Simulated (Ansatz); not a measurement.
Rows from a G0W0 calculation on MoS2 (P6_3/mmc) (Ansatz 0.2.0; G0W0 on PBE, plane waves, PAW; 6×6×2 mesh, 794 empty bands, screening to 220 eV), in eV. Spin-orbit coupling is left out.

The database entry behind the starting cell differs from later determinations by our own check (about 0.3 % long), so it need not match the best structure at ambient conditions.

| row | k | band | start | Σx | Σc at the solution | Vxc |
| --- | --- | --- | --- | --- | --- | --- |
| A | Γ | c1 | 12.994 | -13.786 | -4.505 | -18.517 |
| B | (0.167, 0.167, 0.000) | c2 | 12.522 | -14.532 | -4.529 | -19.298 |
| C | Γ | v2 | 9.750 | -18.698 | 0.892 | -17.587 |
| D | (0.167, 0.167, 0.000) | c1 | 11.782 | -13.370 | -4.029 | -17.559 |
| E | (0.167, 0.167, 0.000) | v1 | 9.440 | -19.818 | 1.090 | -18.544 |
| F | Γ | v1 | 10.897 | -19.740 | 0.343 | -19.182 |

Q: Give the quasiparticle energies and the shift of each level.

The quasiparticle equation reads E = start + Σx + Σc(E) − Vxc.

| row | E (eV) | shift (eV) |
| --- | --- | --- |
| A | 13.220 | +0.225 |
| B | 12.759 | +0.237 |
| C | 9.531 | −0.219 |
| D | 11.943 | +0.161 |
| E | 9.256 | −0.184 |
| F | 10.681 | −0.216 |

The gap over the computed points goes from 0.89 eV to 1.26 eV.

Limits: not at the basis limit; no spin-orbit coupling; coarse k mesh.

[Runs of the session that timed out or met a known fault of the program may be left out.]

[Cells called generated may have been cut or substituted from an entry of the Crystallography Open Database or the Materials Project.]

[Hosts, paths, dates, database ids (printed as entryN), source tags and the programs' standing remarks are cut or masked in the printed files.]
